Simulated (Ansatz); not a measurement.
**AlPt3C (Pm-3m): following an unstable mode**

Wanted: the energy along a soft mode of AlPt3C (Pm-3m) and the structure at the end.

Main program and level: Ansatz 0.2.0; DFT PBEsol, scalar-relativistic, plane waves, PAW; PAW set soft_1.

This is a report of a sequence of runs, with the program logs left out and the cost of each run kept.

### 1. The structure

The structure is cubic, space group Pm-3m (No. 221). The conventional cell has a = 4.133 Å, b = 4.133 Å, c = 4.133 Å, α = 90.00°, β = 90.00°, γ = 90.00°. Al has 12 Pt at 2.92 Å nearest. Nearest to Pt lie 2 C at 2.07 Å and 8 Pt at 2.92 Å and 4 Al at 2.92 Å. Nearest to C lie 6 Pt at 2.07 Å. Farther neighbours, and contacts between anions beyond the nearest, are not listed.

### 2. Phonons on a q mesh

Stability and thermal properties need the whole zone. Linear response on a 4×4×4 q mesh gives force constants as far as a supercell of that size would.

input.yaml reads:

```yaml
crystal:
  lattice:
    - [4.1327502067, 0.0, 0.0]
    - [0.0, 4.1327502067, 0.0]
    - [0.0, 0.0, 4.1327502067]
  atoms:
    - { symbol: Al, position: [0.0, 0.0, 0.0] }
    - { symbol: Pt, position: [0.0, 0.5, 0.5] }
    - { symbol: Pt, position: [0.5, 0.0, 0.5] }
    - { symbol: Pt, position: [0.5, 0.5, 0.0] }
    - { symbol: C, position: [0.5, 0.5, 0.5] }
kpoints:
  mp_grid: { grid: [8, 8, 8] }
hamiltonian:
  xc: pbesol
  pseudopotentials: { kind: paw, azcp: { folder: soft_1 }, xc_functional: pbe }
scf:
  occupations: { method: methfessel_paxton, width: 0.2 }
output:
  eigenvalues: true
phonons:
  method: dfpt
  qmesh: [4, 4, 4]
  temperatures: { t_max: 1000, t_step: 50 }
  qpath:
    path:
      - [[0.0, 0.0, 0.0], [0.0, 0.5, 0.0], [0.5, 0.5, 0.0], [0.0, 0.0, 0.0], [0.5, 0.5, 0.5], [0.0, 0.5, 0.0]]
      - [[0.5, 0.5, 0.5], [0.5, 0.5, 0.0]]
    npoints: 10
```

Launch:

```
$ ansatz run input.yaml --threads 4 --pin off --max-ram 10240MiB --backend cpu --events-out ev --progress --plain --runs-dir out
```

Run time: 11 min. Hardware: 4 threads of Intel Xeon Platinum 8488C (Sapphire Rapids), shared host; peak memory 3 GiB.

Numbers from this step:

| Quantity | Value |
| --- | --- |
| volume per atom | 14.12 Å³ |
| gap on the k-mesh | 0 eV |
| sum-rule residual before enforcement | 1.47e-5 eV/Å² |
| lowest frequency on the path | -121.6 cm⁻¹ |
| point group | m-3m |
| highest frequency on path, mesh or solved points | 683.7 cm⁻¹ |
| highest optical mode at the zone centre (no LO-TO term) | 437.2 cm⁻¹ |
| lowest optical zone-centre mode | -94.11 cm⁻¹ |
| lowest mode on the q mesh (acoustic modes at Γ apart) | -121.6 cm⁻¹ |

Frequencies (cm⁻¹) solved at each irreducible wavevector; negative means imaginary. Frequencies by wavevector, by row:

```csv
q in reciprocal lattice units,star,mode 1,mode 2,mode 3,mode 4,mode 13,mode 14,mode 15
0 0 0,1,-94.1,-94.1,-94.1,-70.8,437.2,437.2,437.2
0 0 0.25,6,-94.6,-92.3,-92.3,-67.8,427.9,427.9,577.6
0 0 -0.5,3,-96.7,-94.6,-94.6,-70.1,411.3,411.3,683.6
0 0.25 0.25,12,-107.7,-97.8,-92.9,-79.3,418.9,566.3,582.8
0 0.25 -0.5,12,-108.3,-106.6,-103.3,-89.2,415.2,570.5,679.7
0 -0.5 -0.5,3,-121.6,-121.6,-111.2,-111.2,424.1,681.3,681.3
0.25 0.25 0.25,8,-113.8,-97.7,-94.9,-94.9,560.5,581.8,581.8
0.25 0.25 -0.5,12,-104.5,-102.1,-101.2,-100.4,571.6,582.2,677.4
0.25 -0.5 -0.5,6,-103.3,-103.3,-95.7,-95.7,579.7,676,676
-0.5 -0.5 -0.5,1,-78.2,-78.2,-78.2,-67.7,673.6,673.6,673.6
```

Interpolated from a 4×4×4 q mesh. Phonon branches along the path, in cm⁻¹:

```csv
point,branch 1,branch 2,branch 3,branch 4,branch 12,branch 13,branch 14,branch 15
Γ,-94,-94,-94,-71,75,437,437,437
halfway,-95,-92,-92,-68,128,428,428,578
X,-97,-95,-95,-70,172,411,411,684
halfway,-108,-107,-103,-89,173,415,570,680
M,-122,-122,-111,-111,188,424,681,681
halfway,-108,-98,-93,-79,151,419,566,583
Γ,-94,-94,-94,-71,75,437,437,437
halfway,-114,-98,-95,-95,172,560,582,582
R,-78,-78,-78,-68,224,674,674,674
halfway,-104,-102,-101,-100,190,572,582,677
X,-97,-95,-95,-70,172,411,411,684
jump to R,-78,-78,-78,-68,224,674,674,674
halfway,-103,-103,-96,-96,207,580,676,676
M,-122,-122,-111,-111,188,424,681,681
```

Symmetry leaves 10 wavevectors to solve. The lowest mode among them, the acoustic zeros apart, lies at q = (0, -0.5, -0.5) and is imaginary, 121.6i cm⁻¹, so the energy falls along it.

### 3. The mode frozen in, largest atomic shift 0 Å

The mode followed lies at q = (0, -0.5, -0.5) with frequency 111.2i cm⁻¹ and is 2-fold degenerate, one of the unstable modes though not the softest. At small amplitude the pattern taken leaves space group no. 65 by a symmetry search on the positions. The undistorted cell that holds it gives the zero of energy on the same k mesh.

System of this step: AlPt3C. It takes space group Pm-3m (No. 221, cubic). The conventional cell has a = 4.133 Å, b = 4.133 Å, c = 4.133 Å, α = 90.00°, β = 90.00°, γ = 90.00°. Nearest to Al lie 12 Pt at 2.92 Å. Pt has 2 C at 2.07 Å and 4 Al at 2.92 Å and 8 Pt at 2.92 Å nearest. Nearest to Pt lie 2 C at 2.07 Å and 4 Al at 2.92 Å and 8 Pt at 2.92 Å. Nearest to C lie 6 Pt at 2.07 Å. Farther neighbours, and contacts between anions beyond the nearest, are not listed.

input.yaml reads:

```yaml
crystal:
  lattice:
    - [-4.1327502067, 0.0, 0.0]
    - [0.0, -4.1327502067, -4.1327502067]
    - [0.0, -4.1327502067, 4.1327502067]
  atoms:
    - { symbol: Al, position: [1.0, 1.0, 0.0] }
    - { symbol: Al, position: [1.0, 0.5, 0.5] }
    - { symbol: Pt, position: [0.0, 0.0, 0.5] }
    - { symbol: Pt, position: [0.0, 0.5, 0.0] }
    - { symbol: Pt, position: [0.5, 0.25, 0.75] }
    - { symbol: Pt, position: [0.5, 0.75, 0.25] }
    - { symbol: Pt, position: [0.5, 0.25, 0.25] }
    - { symbol: Pt, position: [0.5, 0.75, 0.75] }
    - { symbol: C, position: [0.5, 0.0, 0.5] }
    - { symbol: C, position: [0.5, 0.5, 0.0] }
kpoints:
  mp_grid: { grid: [10, 6, 6] }
hamiltonian:
  xc: pbesol
  pseudopotentials: { kind: paw, azcp: { folder: soft_1 }, xc_functional: pbe }
scf:
  occupations: { method: methfessel_paxton, width: 0.2 }
output:
  forces: true
  stress: true
  eigenvalues: true
```

Elapsed: 5.7 s, on 4 threads; peak memory 0.86 GiB.

Numbers from this step:

```
pressure                         : -0.02162 GPa
energy from the undistorted cell : 0 meV/atom
```

The run ends at a pressure of -0.02 GPa.

### 4. The mode frozen in, largest atomic shift 0.32 Å

The atoms are moved along the unstable eigenvector, the largest shift by 0.32 Å, with the cell fixed.

input.yaml, the sections that differ from step 3:

```yaml
crystal:
  lattice:
    - [-4.1327502067, 0.0, 0.0]
    - [0.0, -4.1327502067, -4.1327502067]
    - [0.0, -4.1327502067, 4.1327502067]
  atoms:
    - { symbol: Al, position: [1.0, 0.9957827292, 0.0042172708] }
    - { symbol: Al, position: [1.0, 0.5042172708, 0.4957827292] }
    - { symbol: Pt, position: [0.0, -0.0387151393, 0.4612848607] }
    - { symbol: Pt, position: [0.0, 0.5387151393, 0.0387151393] }
    - { symbol: Pt, position: [0.5, 0.25, 0.75] }
    - { symbol: Pt, position: [0.5, 0.75, 0.25] }
    - { symbol: Pt, position: [0.5, 0.25, 0.25] }
    - { symbol: Pt, position: [0.5, 0.75, 0.75] }
    - { symbol: C, position: [0.5, 0.0060248348, 0.5060248348] }
    - { symbol: C, position: [0.5, 0.4939751652, -0.0060248348] }
# kpoints, hamiltonian, scf, output: as in step 3
```

It took 8.2 s on 4 threads; peak memory 0.96 GiB.

Numbers from this step:

- pressure: 1.057 GPa
- energy from the undistorted cell: -31.56 meV/atom

The energy, extrapolated to zero smearing, is -31.56 meV/atom against the undistorted cell.

The run ends at a pressure of 1.06 GPa, with forces up to 0.72 eV/Å.

### 5. Energy along the mode, all amplitudes (two of the runs are shown above)

An imaginary frequency means negative curvature, so the energy should fall and then rise again as anharmonic terms take over.

This step gave:

* depth at the lowest point sampled: 31.56 meV/atom
* largest atomic shift at that point: 0.32 Å

Energy from the parent against largest atomic shift:

```csv
largest atomic shift (Å),energy from the parent (meV/atom)
0.000,0
0.040,-1.32
0.080,-5.10
0.140,-14.0
0.220,-26.0
0.320,-31.6
0.450,-7.66
0.600,81.9
```

Displacement at unit largest shift by atom:

```csv
atom,x (Å),y (Å),z (Å),size
Al1,0.00,0.00,0.11,0.11
Al2,0.00,0.00,-0.11,0.11
Pt3,0.00,1.00,0.00,1.00
Pt4,0.00,-1.00,0.00,1.00
Pt5,0.00,0.00,0.00,0.00
Pt6,0.00,0.00,0.00,0.00
Pt7,0.00,0.00,0.00,0.00
Pt8,0.00,0.00,0.00,0.00
C9,0.00,-0.16,0.00,0.16
C10,0.00,0.16,0.00,0.16
```

The lowest step is at 0.32 Å, 31.6 meV/atom below the parent, and the energy rises beyond it.

### 6. Relaxation from the frozen mode

Starting from the lowest point found, all atoms and the cell are let go, so that strain and other modes of the same symmetry can join in.

Changes to input.yaml since step 4:

```diff
@@ -27 +27,6 @@
   eigenvalues: true
+relax:
+  adjacent_minimum: "off"
+  f_tol: 0.002
+  max_steps: 120
+  cell: { stress_tol: 0.03 }
```

Wall time 70 s (4 threads); peak memory 1 GiB; 4.5 min of CPU time.

Relaxation path:

```csv
step,energy less that of the first step (eV),largest force component (eV/Å),pressure (GPa),volume (Å³)
1,0.0000,0.7246,1.06,141.17
2,-0.0619,0.2279,-0.38,142.12
3,-0.0812,0.1065,1.08,141.27
4,-0.0617,0.4093,-1.03,142.22
5,-0.0838,0.0346,-0.08,141.90
6,-0.0840,0.0218,-0.02,141.87
7,-0.0841,0.0126,-0.06,141.92
8,-0.0841,0.0014,0.01,141.87
9*,-0.0849,0.0011,0.01,141.87
```

Relaxation steps marked * repeat the geometry before them on a plane-wave basis chosen anew for their cell, so energy and pressure can jump there. Relaxation step 4 was tried and not accepted.

Forces are held to the 8 operations that the program found; a distortion that breaks them can't arise in this run.

```csv
"conventional cell, symmetrised",before,after,change
a (Å),8.266,8.313,+0.6 %
b (Å),8.266,8.450,+2.2 %
c (Å),4.133,4.039,-2.3 %
volume (Å³/atom),14.12,14.19,+0.5 %
```

The atoms that moved most (Å, as changes of fractional coordinates times the final cell):

```csv
atom,dx,dy,dz,length
C10,0.000,-0.018,0.000,0.018
C9,0.000,0.018,0.000,0.018
Pt3,0.000,0.014,0.000,0.014
Pt4,0.000,-0.014,0.000,0.014
```

Numbers from this step:

```yaml
pressure: 0.009265 GPa
volume_per_atom: 14.19 Å³
```

The distorted start has space group Cmmm; the relaxation ends in Cmmm.

### 7. The new phase in its own primitive cell

The relaxed structure is symmetrised, reduced to its primitive cell and relaxed tightly, as its phonons need.

input.yaml, the sections that differ from step 6:

```yaml
crystal:
  lattice:
    - [4.1567460034, -4.2252391472, 0.0]
    - [4.1567460034, 4.2252391472, 0.0]
    - [0.0, 0.0, 4.038912167]
  atoms:
    - { symbol: Al, position: [0.7452811762, 0.7452811762, 0.0] }
    - { symbol: Al, position: [0.2547188238, 0.2547188238, 0.0] }
    - { symbol: Pt, position: [0.2903998307, 0.7096001693, 0.0] }
    - { symbol: Pt, position: [0.7096001693, 0.2903998307, 0.0] }
    - { symbol: Pt, position: [0.0, 0.0, 0.5] }
    - { symbol: Pt, position: [0.5, 0.5, 0.5] }
    - { symbol: Pt, position: [0.5, 0.0, 0.5] }
    - { symbol: Pt, position: [0.0, 0.5, 0.5] }
    - { symbol: C, position: [0.246073724, 0.753926276, 0.5] }
    - { symbol: C, position: [0.753926276, 0.246073724, 0.5] }
kpoints:
  mp_grid: { grid: [6, 6, 10] }
relax:
  adjacent_minimum: "off"
  f_tol: 0.001
  max_steps: 60
  cell: { stress_tol: 0.01 }
# hamiltonian, scf, output: as in step 6
```

It took 29 s on 4 threads; peak memory 1 GiB; 1.9 min of CPU time.

Little changed from the start: no atom moved by 0.005 Å and no cell edge by 0.1 %.

Numbers from this step:

* pressure: 0.002191 GPa

The largest force component left is 0.94 meV/Å and the pressure is 0.002 GPa, within the tolerances set. The cell now holds 14.19 Å³/atom.

### 8. Modes of the new phase, k-mesh 6×6×10

A relaxed structure may still be a saddle point, so its zone-centre modes are computed. No field response is asked, since the mesh shows no gap.

input.yaml, the sections that differ from step 7:

```yaml
crystal:
  lattice:
    - [4.1574103015, -4.2253977537, 0.0]
    - [4.1574103015, 4.2253977537, 0.0]
    - [0.0, 0.0, 4.0383295091]
  atoms:
    - { symbol: Al, position: [0.7451931825, 0.7451931825, 0.0] }
    - { symbol: Al, position: [0.2548068175, 0.2548068175, 0.0] }
    - { symbol: Pt, position: [0.2903786241, 0.7096213759, 0.0] }
    - { symbol: Pt, position: [0.7096213759, 0.2903786241, 0.0] }
    - { symbol: Pt, position: [0.0, 0.0, 0.5] }
    - { symbol: Pt, position: [0.5, 0.5, 0.5] }
    - { symbol: Pt, position: [0.5, 0.0, 0.5] }
    - { symbol: Pt, position: [0.0, 0.5, 0.5] }
    - { symbol: C, position: [0.2460501945, 0.7539498055, 0.5] }
    - { symbol: C, position: [0.7539498055, 0.2460501945, 0.5] }
output:
  eigenvalues: true
phonons:
  method: dfpt
# kpoints, hamiltonian, scf: as in step 7
# relax: removed
```

Run time: 86 s. Hardware: 4 threads; peak memory 3.4 GiB.

The run was cut off at the time limit after its SCF cycle had converged; no result of it is taken.

The program's message: “Warning:”

### 9. The phases reached

The phases reached along the modes that were followed are set side by side.

Energies are those of the first relaxation, on the mesh of the frozen mode; space group, volume and gap are those of the last relaxation. Phases, by row:

```csv
mode frozen in,space group,energy from parent (meV/atom),volume (Å³/atom),gap on mesh (eV),lowest zone-centre optical mode (cm⁻¹),largest shift (Å)
parent,Pm-3m,0,14.12,0,–,–
"q = (0, -0.5, -0.5), 122i cm⁻¹",Pmna,-156.1,14.28,0,-107.6,0.46
"q = (0, -0.5, -0.5), 122i cm⁻¹",Cmme,-66.5,14.22,0,-189.8,0.438
"q = (0, -0.5, -0.5), 122i cm⁻¹",Pmna,-156.1,14.28,0,-107.6,0.46
"q = (0, -0.5, -0.5), 111i cm⁻¹",Pmma,-80.64,14.19,0,–,0.435
"q = (0, -0.5, -0.5), 111i cm⁻¹",Cmmm,-39.98,14.19,0,–,0.341
```

### 10. Results

| Property | Result |
| --- | --- |
| unstable mode of the parent | q = (0, -0.5, -0.5), 111i cm⁻¹ |
| depth at the lowest point sampled | 31.6 meV/atom |
| largest atomic shift at that point | 0.32 Å |
| space group reached | Cmmm |
| energy gained over the parent (first relaxation, on the mesh of the frozen mode) | 40.0 meV/atom |
| volume per atom, phase reached | 14.2 Å³ |

**Reading.** Along this mode the structure falls into Cmmm, 40.0 meV/atom below the parent. At the parent's cell the well is 31.56 meV/atom deep on the steps tried, with its lowest point at a shift of 0.32 Å. Relaxing atoms and cell changes the gain by +8.42 meV/atom against the lowest step (energies at zero smearing). The modes of the phase reached were not computed. Of the 5 patterns followed from this parent, this one ends 116 meV/atom above the lowest, Pmna. Each path keeps the symmetry of its pattern, so a lower phase may lie along a pattern not tried. With no gap, or one that is small against the smearing, the frequencies hang on the k mesh and the smearing, most of all near Kohn anomalies. The phonon runs are without spin polarisation, although the cell has an odd electron count. Spin-orbit coupling is left out, which can matter for the heavy elements here. The PAW files were made for PBE and serve the other functionals too.

[Long decimals in the printed logs are rounded to 6 places.]

[Logs are printed without paths, hosts, clocks, repeated set-up lines and the standing remarks that a program may print on its own settings, such as how far it seeks lower states.]

[Hosts, paths, dates, database ids (printed as entryN), source tags and the programs' standing remarks are cut or masked in the printed files.]

[Where the starting crystal was built by hand or by swapping elements, it need not be the compound's stable phase.]
